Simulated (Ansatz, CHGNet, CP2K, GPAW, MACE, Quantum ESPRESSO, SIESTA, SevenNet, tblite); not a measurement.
# CP2K on random packing of B74C26 (at. %) (103 atoms): settings against a plane-wave reference

Wanted: CP2K inputs and outputs for random packing of B74C26 (at. %) (103 atoms), checked against a plane-wave reference.

Main program and level: CP2K 2026.2; the method is named at each step.

### 1. Starting point

The cell holds 103 atoms: 76 B and 27 C. Cell: a = 9.542 Å, b = 9.542 Å, c = 9.542 Å, α = 90.0°, β = 90.0°, γ = 90.0°. 103 atoms (76 B, 27 C) packed at random in a cube at 2.19 g/cm³ and pushed apart as soft spheres; a start for melting by ab initio MD, not an equilibrated structure. Then every atom was moved at random, 0.05 Å r.m.s. a Cartesian component.

The yardstick, on the same geometry:

| Item | Value |
| --- | --- |
| method | Kohn-Sham DFT, PBE, PAW, plane waves (Ansatz 0.2.0); cutoff 420 eV, Γ point, fermi-dirac smearing of 0.05 eV; PAW set soft_2 |
| r.m.s. force component | 1.347 eV/Å |
| longest force | 5.655 eV/Å |
| pressure | -21.56 GPa |
| SCF cycles | 8 |
| time | 14 s on 4 threads of Arm Neoverse N1, shared host |
| CPU time | 52 s |

### 2. PBE, DZVP-UZH, 450/50 Ry, diagonalisation

Method: Kohn-Sham DFT, PBE, GTH-PBE pseudopotentials, Gaussian and plane waves, DZVP-MOLOPT (UZH set), diagonalisation.

Contents of input.inp:

```
&GLOBAL
  PROJECT cell
  RUN_TYPE ENERGY_FORCE
  PRINT_LEVEL LOW
&END GLOBAL
&FORCE_EVAL
  METHOD QS
  STRESS_TENSOR ANALYTICAL
  &DFT
    BASIS_SET_FILE_NAME BASIS_MOLOPT_UZH
    POTENTIAL_FILE_NAME POTENTIAL_UZH
    &MGRID
      CUTOFF 450
      REL_CUTOFF 50
    &END MGRID
    &QS
      EPS_DEFAULT 1.0E-12
    &END QS
    &SCF
      SCF_GUESS ATOMIC
      EPS_SCF 5.0E-06
      MAX_SCF 200
      ADDED_MOS 42
      &DIAGONALIZATION
        ALGORITHM STANDARD
      &END DIAGONALIZATION
      &SMEAR ON
        METHOD FERMI_DIRAC
        ELECTRONIC_TEMPERATURE [K] 580
      &END SMEAR
      &MIXING
        METHOD BROYDEN_MIXING
        ALPHA 0.15
        NBROYDEN 12
      &END MIXING
      &PRINT
        &RESTART OFF
        &END RESTART
      &END PRINT
    &END SCF
    &XC
      &XC_FUNCTIONAL PBE
      &END XC_FUNCTIONAL
    &END XC
    &PRINT
      &MULLIKEN ON
      &END MULLIKEN
      &HIRSHFELD ON
        SHAPE_FUNCTION DENSITY
      &END HIRSHFELD
      &MO ON
        EIGENVALUES T
        OCCUPATION_NUMBERS T
        MO_INDEX_RANGE 157 180
        &EACH
          QS_SCF 0
        &END EACH
        ADD_LAST NUMERIC
      &END MO
    &END PRINT
  &END DFT
  &SUBSYS
    &CELL
      A 9.54210 0.00000 0.00000
      B 0.00000 9.54210 0.00000
      C 0.00000 0.00000 9.54210
    &END CELL
    &TOPOLOGY
      COORD_FILE_NAME structure.xyz
      COORD_FILE_FORMAT XYZ
    &END TOPOLOGY
    &KIND B
      BASIS_SET DZVP-MOLOPT-PBE-GTH-q3
      POTENTIAL GTH-PBE-q3
    &END KIND
    &KIND C
      BASIS_SET DZVP-MOLOPT-PBE-GTH-q4
      POTENTIAL GTH-PBE-q4
    &END KIND
  &END SUBSYS
  &PRINT
    &FORCES ON
    &END FORCES
    &STRESS_TENSOR ON
    &END STRESS_TENSOR
  &END PRINT
&END FORCE_EVAL
```

Contents of structure.xyz:

```xyz
103

B 4.60826 4.75273 1.51424
B 6.40323 0.45621 0.91785
B 6.95810 5.76839 1.45507
B 5.74692 6.87270 2.34640
B 8.13932 0.83932 8.72320
B 3.68325 9.34925 8.98255
B 0.46833 1.51252 3.19508
B 2.57179 6.16735 1.05564
B 1.65059 1.48084 0.08168
B 6.48624 1.23599 3.73096
B 5.48509 0.31479 6.85371
B 2.45117 4.77086 4.94395
B 3.81903 0.18989 1.93304
B 4.43708 2.05002 3.31349
B 8.76308 3.12704 9.20927
B 2.78601 5.25493 2.81158
B 7.77481 9.04200 5.69062
B 9.24248 4.62506 4.22352
B 3.46626 6.23920 6.78004
B 7.43616 2.98811 8.03464
B 8.42472 1.75718 0.76241
B 3.66006 2.72589 9.14419
B 5.38060 3.27284 2.71893
B 4.00005 6.66678 2.38543
B 1.82550 3.06445 5.09023
B 0.53197 7.36297 3.14641
B 1.94907 2.70614 7.01115
B 2.07083 6.88548 8.29399
B 4.36246 5.40598 4.97315
B 2.30098 1.14248 2.42856
B 8.70383 3.99671 7.68483
B 4.23717 1.37072 8.06832
B 2.58114 4.89767 6.71678
B 8.45401 7.18472 0.45001
B 1.19314 0.04685 3.42361
B 0.43751 1.08914 5.54615
B 2.66902 7.70191 2.08924
B 6.90552 3.82495 4.52830
B 7.44656 5.91820 6.95333
B 4.20492 2.59717 1.36805
B 1.97187 6.96344 6.16649
B 2.08428 8.75908 4.59109
B 6.32947 4.88069 6.37851
B 2.45871 4.60282 9.03169
B 0.49218 2.45785 1.37664
B 7.76765 2.57589 3.42638
B 8.65898 7.88826 4.16608
B 1.73494 8.47997 7.91584
B 9.09744 3.58907 1.75021
B 0.74486 4.10148 8.81041
B 8.57367 8.77005 2.46272
B 0.99505 5.11409 3.08363
B 0.44209 8.77549 8.82606
B 5.26552 1.97684 6.40991
B 4.88059 0.87358 0.11880
B 1.56214 4.77725 1.11251
[... 43 atom lines left out ...]
C 6.85943 7.08949 8.08235
C 1.80556 0.30182 6.99216
C 0.65917 7.66832 5.38022
C 5.29090 5.04205 3.42351
```

Launch:

```
$ OMP_NUM_THREADS=1 mpirun -np 4 cp2k.psmp -i input.inp > output.txt
```

Numbers of over 12 decimals in the logs are rounded to 6 here.

The program printed:

```text
CP2K| version string:                                       CP2K version 2026.2
 CP2K| Input file name                                                 input.inp
 GLOBAL| Basis set file name                                    BASIS_MOLOPT_UZH
 GLOBAL| Potential file name                                       POTENTIAL_UZH
 GLOBAL| Run type                                                   ENERGY_FORCE
 GLOBAL| Total number of message passing processes                             4
 GLOBAL| Number of threads for this process                                    1
 TOTAL NUMBERS AND MAXIMUM NUMBERS
  Total number of            - Atomic kinds:                                   2
                             - Atoms:                                        103
                             - Shell sets:                                   103
                             - Shells:                                       515
                             - Primitive Cartesian functions:                515
                             - Cartesian basis functions:                   1442
                             - Spherical basis functions:                   1339
  Maximum angular momentum of- Orbital basis functions:                        2
                             - Local part of the GTH pseudopotential:          2
                             - Non-local part of the GTH pseudopotential:      0
 SCF PARAMETERS         Density guess:                                    ATOMIC
                        max_scf:                                             200
                        eps_scf:                                        5.00E-06
                        added MOs                                        42    0
                        Mixing method:                            BROYDEN_MIXING
                                                charge density mixing in g-space
                        Smear method:                                FERMI_DIRAC
                        Electronic temperature [K]:                        580.0
                        Electronic temperature [a.u.]:                  1.84E-03
                        Accuracy threshold:                             1.00E-10
 Extrapolation method: initial_guess
 Number of electrons:                                                        336
 Number of occupied orbitals:                                                168
 Number of molecular orbitals:                                               210
 Number of orbital functions:                                               1339
 Number of independent orbital functions:                                   1339
 SCF WAVEFUNCTION OPTIMIZATION
  Step     Update method      Time    Convergence         Total energy    Change
     1 NoMix/Diag. 0.15E+00   10.6     0.97363581      -374.4065762636 -3.74E+02
     2 Broy./Diag. 0.15E+00   14.7     0.14312819      -353.5402449800  2.09E+01
     3 Broy./Diag. 0.15E+00   14.7     0.09514454      -355.5968164168 -2.06E+00
     4 Broy./Diag. 0.15E+00   14.7     0.06444710      -358.4440292115 -2.85E+00
[...]
17 Broy./Diag. 0.15E+00   14.8     0.00000676      -361.9117937557 -6.53E-05
    18 Broy./Diag. 0.15E+00   15.6     0.00000333      -361.9118518948 -5.81E-05
  *** SCF run converged in    18 steps ***
  Electronic density on regular grids:       -335.9999999999        0.0000000001
  Core density on regular grids:              335.9999999994       -0.0000000006
  Total charge density on r-space grids:       -0.0000000005
  Total charge density g-space grids:          -0.0000000005
  Overlap energy of the core charge distribution:               1.44856e-05
  Self energy of the core charge distribution:               -820.090967
  Core Hamiltonian energy:                                    246.398205
  Hartree energy:                                             334.250399
  Exchange-correlation energy:                               -122.457292
  Electronic entropic energy:                                  -0.012212
  Fermi energy:                                                 0.244224
  Total energy:                                              -361.911852
  Total energy (extrapolated to T->0):                       -361.905746
 MO| EIGENVALUES AND OCCUPATION NUMBERS
 MO|
 MO|  Index      Eigenvalue [a.u.]        Eigenvalue [eV]             Occupation
 MO|    157               0.218278               5.939650               1.999999
 MO|    158               0.218915               5.956973               1.999998
 MO|    159               0.219360               5.969093               1.999997
[...]
MO|    179               0.268229               7.298879               0.000004
 MO|    180               0.269631               7.337033               0.000002
 MO| Sum:                                                             336.000000
 MO| E(Fermi):            0.244224 a.u.          6.645683 eV
 !-----------------------------------------------------------------------------!
                     Mulliken Population Analysis
 #  Atom  Element  Kind  Atomic population                           Net charge
       1     B        1          2.896083                              0.103917
       2     B        1          2.927831                              0.072169
       3     B        1          2.918836                              0.081164
[...]
102     C        2          4.074789                             -0.074789
     103     C        2          4.082521                             -0.082521
 # Total charge                            336.000000                  0.000000
 !-----------------------------------------------------------------------------!
 !-----------------------------------------------------------------------------!
                           Hirshfeld Charges
  #Atom  Element  Kind  Ref Charge     Population                    Net charge
      1       B      1       3.000          2.901                         0.099
      2       B      1       3.000          2.964                         0.036
      3       B      1       3.000          2.957                         0.043
[...]
102       C      2       4.000          4.027                        -0.027
    103       C      2       4.000          4.024                        -0.024
  Total Charge                                                           -0.000
 !-----------------------------------------------------------------------------!
 ENERGY| Total FORCE_EVAL ( QS ) energy [hartree]           -361.911980
 FORCES| Atomic forces [hartree/bohr]
 FORCES|   Atom     x               y               z               |f|
 FORCES|      1  2.72345475E-04  1.82848187E-02  2.03581723E-02   2.73653786E-02
 FORCES|      2 -2.46635295E-02  3.72389333E-02 -6.81169296E-04   4.46709283E-02
 FORCES|      3  2.67891950E-03 -4.95445697E-03 -1.64264577E-03   5.86698719E-03
[...]
FORCES|    102  1.90118941E-03 -6.29737586E-02  4.30445941E-03   6.31493243E-02
 FORCES|    103 -4.29860171E-03 -3.12318093E-02  2.50027683E-02   4.02373248E-02
 FORCES| Sum    -6.74314514E-05  2.40832739E-05  9.54137477E-05
 FORCES| Total atomic force                                       1.19292866E-04
 STRESS| Analytical stress tensor [bar]
 STRESS|                        x                   y                   z
 STRESS|      x       -1.76893789593E+05   3.09357297459E+04  -1.18360977070E+04
 STRESS|      y        3.09357297459E+04  -2.04232076320E+05   3.60035831673E+04
 STRESS|      z       -1.18360977070E+04   3.60035831673E+04  -2.52596395763E+05
 STRESS| 1/3 Trace                                            -2.11240753892E+05
```

Wall time 5.2 min (4 MPI ranks of Arm Neoverse N1, shared host); peak memory 2.7 GiB; 21 min of CPU time.

Banners, paths, timers and routine set-up lines are dropped from the logs unmarked, and long logs keep their key lines alone; longer cuts are marked.

Numbers from this run, and their distance from the reference:

```yaml
r_m_s_force_component: 1.36 eV/Å
r_m_s_difference_of_force_components: 54.63 meV/Å
longest_difference_of_force_vectors: 220 meV/Å
force_difference_over_r_m_s_force: 4.055 %
slope_of_forces_against_the_reference_s: 1.009
correlation_of_force_components: 0.9992
pressure: -21.12 GPa
pressure_difference: 0.432 GPa
```

Length of the force difference by element (eV/Å):

| element | atoms | mean | most |
| --- | --- | --- | --- |
| B | 76 | 0.078 | 0.17 |
| C | 27 | 0.10 | 0.22 |

A closer look about B71, whose charge lies farthest from its element's mean: 9 atoms, nearest first, numbered in the order of the input, with positions taken from that point.

| atom | x | y | z | distance (Å) | Hirshfeld charge (e) | Fx | Fy | Fz (eV/Å) |
| --- | --- | --- | --- | --- | --- | --- | --- | --- |
| B71 | 0.00 | 0.00 | 0.00 | 0.00 | 0.12 | -2.33 | -0.85 | -0.15 |
| C97 | 0.07 | -1.54 | 0.74 | 1.71 | -0.05 | 2.01 | 3.24 | -1.41 |
| C95 | -1.77 | 0.96 | -0.43 | 2.06 | -0.02 | 0.30 | 1.26 | 1.44 |
| B20 | 1.16 | -1.61 | -0.64 | 2.09 | -0.03 | -2.61 | -0.14 | 1.33 |
| B43 | 0.05 | 0.28 | -2.30 | 2.32 | -0.04 | -0.23 | -1.99 | -1.46 |
| B39 | 1.17 | 1.32 | -1.72 | 2.46 | -0.03 | 1.12 | 2.14 | 2.08 |
| C100 | 0.58 | 2.49 | -0.60 | 2.62 | -0.06 | 1.99 | 2.20 | -2.23 |
| B3 | 0.68 | 1.17 | 2.32 | 2.68 | 0.04 | 0.14 | -0.25 | -0.08 |
| B31 | 2.42 | -0.60 | -0.99 | 2.69 | -0.04 | 0.40 | -0.54 | -0.31 |

Forces lie 4.1 % from the reference's, at 24 times its CPU time.

(Continued in part 2 of 2.)

[Also dropped from logs without a mark: logging warnings of Python, and SIESTA's first energy breakdown and zero terms.]

[Logs are printed without paths, hosts, clocks, repeated set-up lines and the standing remarks that a program may print on its own settings, such as how far it seeks lower states.]

[Hosts, paths, dates, database ids (printed as entryN), source tags and the programs' standing remarks are cut or masked in the printed files.]
